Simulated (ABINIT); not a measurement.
Planning a run of ABINIT 10.8.3 on WSe2 (P6_3/mmc). The input:

```
acell 3*1.0 Angstrom
rprim 
  3.290000000028 -0.000000000007 0.000000000000
  -1.645000000008 2.849223578479 0.000000000000
  0.000000000000 0.000000000000 12.970000000000
ntypat 2
znucl 74 34
natom 6
typat 1 1 2 2 2 2
xred 
  0.333333333333 0.666666666667 0.250000000000
  0.666666666667 0.333333333333 0.750000000000
  0.333333333333 0.666666666667 0.621000000000
  0.666666666667 0.333333333333 0.121000000000
  0.333333333333 0.666666666667 0.879000000000
  0.666666666667 0.333333333333 0.379000000000
pp_dirpath "pseudos"
pseudos "W.upf, Se.upf"
ecut 58
ngkpt 3 3 1
nshiftk 1
shiftk 0 0 0
kptopt 1
chksymbreak 0
istwfk *1
occopt 1
irdwfk 1
optdriver 4
nband 174
gwcalctyp 10
ecutsigx 58
symsigma 1
nkptgw 3
kptgw 
  0.0000000000 0.0000000000 0.0000000000
  0.3333333333 0.0000000000 0.0000000000
  0.3333333333 0.3333333333 0.0000000000
bdgw 
  49 68
  49 68
  49 68
ecuteps 3.9
irdscr 1
ppmodel 1
irdqps 1
indata_prefix "in"
outdata_prefix "out"
tmpdata_prefix "tmp"
```

The database entry behind the starting cell differs from later determinations by our own check (a about 0.2 % long), so it need not match the best structure at ambient conditions.

```sh
OMP_NUM_THREADS=1 mpirun -n 4 abinit run.abi > log
```

How long will it take on 4 MPI ranks of Arm Neoverse V1, shared host, and how much memory?

It took 85 s; on shared hardware allow 43 s to 2.8 min. Peak host memory was 3.1 GiB.

[Paths, hosts, dates, memory and timing lines, banners, echoed tables and standing remarks are left out of the program output.]

[Logs are printed without paths, hosts, clocks, repeated set-up lines and the standing remarks that a program may print on its own settings, such as how far it seeks lower states.]

[Runs of the session that timed out or met a known fault of the program may be left out.]

[Hosts, paths, dates, database ids (printed as entryN), source tags and the programs' standing remarks are cut or masked in the printed files.]

[G0W0 gaps are taken among the corrected bands and points alone; a level outside them can change the order at an edge.]

[Where Ansatz stands beside ABINIT at settings called matched, ABINIT's density can come from a denser mesh and the files from another edition; pairs whose starting gaps differed by over 0.03 eV were left out, so agreement reads better than it is.]
